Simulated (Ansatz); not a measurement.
Rows from a G0W0 calculation on Si2MoN4 (MoSi2N4 type monolayer) (Ansatz 0.2.0; G0W0 on PBEsol, plane waves, PAW; PAW set soft_1; 9×9×1 mesh, 316 empty bands, screening to 65 eV, PAW set soft_1 files), in eV. Spin-orbit coupling is left out.

| row | k | band | start | Σx | Σc at the solution | Vxc |
| --- | --- | --- | --- | --- | --- | --- |
| A | Γ | v2 | -7.798 | -21.189 | 3.521 | -17.310 |
| B | Γ | c1 | -2.555 | -15.189 | -3.858 | -20.213 |
| C | (0.333, 0.333, 0.000) | v1 | -5.779 | -20.828 | 1.047 | -20.029 |
| D | (0.333, 0.333, 0.000) | c2 | -1.216 | -15.969 | -5.111 | -22.239 |
| E | Γ | v1 | -5.413 | -20.962 | 1.200 | -19.947 |
| F | (0.333, 0.333, 0.000) | c1 | -3.634 | -17.257 | -3.218 | -21.579 |

**Question.** Work out each quasiparticle level and how far it moved.

The quasiparticle equation reads E = start + Σx + Σc(E) − Vxc.

| row | E (eV) | shift (eV) |
| --- | --- | --- |
| A | -8.156 | −0.358 |
| B | -1.390 | +1.165 |
| C | -5.532 | +0.248 |
| D | -0.056 | +1.160 |
| E | -5.228 | +0.185 |
| F | -2.530 | +1.104 |

The gap over the computed points goes from 1.78 eV to 2.70 eV.

Limits: not at the basis limit; coarse mesh for a sheet; no spin-orbit coupling.

[Runs of the session that timed out or met a known fault of the program may be left out.]

[Cells called generated may have been cut or substituted from an entry of the Crystallography Open Database or the Materials Project.]

[Hosts, paths, dates, database ids (printed as entryN), source tags and the programs' standing remarks are cut or masked in the printed files.]
